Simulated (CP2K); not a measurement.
Consider 2-fluoroimidazole at its PBE geometry (Å).

```xyz
9

F     2.4316   -0.5628   -0.0042
C     1.0953   -0.4331   -0.0068
N     0.2380   -1.4128   -0.0493
C    -0.9979   -0.7696   -0.0345
C    -0.8459    0.5956    0.0176
N     0.5304    0.8073    0.0374
H    -1.9214   -1.3371   -0.0614
H    -1.5506    1.4175    0.0413
H     1.0203    1.6950    0.0599
```

Method: CP2K XAS_TDP, all-electron GAPW, PBEh(45%), aug-cc-pVDZ, TDA, GW2X-corrected core level, no relativity.

Q: Where do the N K-edge lines lie, and how strong are they?

Leading lines: N3 401.41 eV and N6 403.82 eV. The leading line of an atom is its first one with 35 % of the strongest within 2.5 eV of its lowest line over the strength cut. Core ionisation energies at this level: N3 405.55 and N6 407.65 eV.

The first six lines of each atom with a strength over 0.0015:

```tsv
atom	energy (eV)	states	strength, one atom	above the computed threshold
N3 (bonded to 2 C)	401.41	1	0.0503	
	404.63	1	0.0023	
	405.74	1	0.0043	yes
	406.42	1	0.0092	yes
	406.83	1	0.0039	yes
	407.26	1	0.0092	yes
N6 (bonded to 2 C and H)	403.82	1	0.0330	
	404.54	1	0.0152	
	406.32	1	0.0045	
	406.52	1	0.0041	
	407.14	1	0.0017	
	407.64	1	0.0019
```

Lines are vertical, at one geometry, with no vibrational structure. GW2X ionisation energies and lines can be off by 1 to 2 eV either way, and a good line position may hide errors that cancel. These values hold no scalar relativity, about 0.2 eV for N 1s. Rydberg lines, and the discretised continuum above threshold, depend on the basis and the box.

[Banner, clock and machine lines of the logs are left out without a mark of their own.]

[Logs are printed without paths, hosts, clocks, repeated set-up lines and the standing remarks that a program may print on its own settings, such as how far it seeks lower states.]

[Hosts, paths, dates, database ids (printed as entryN), source tags and the programs' standing remarks are cut or masked in the printed files.]
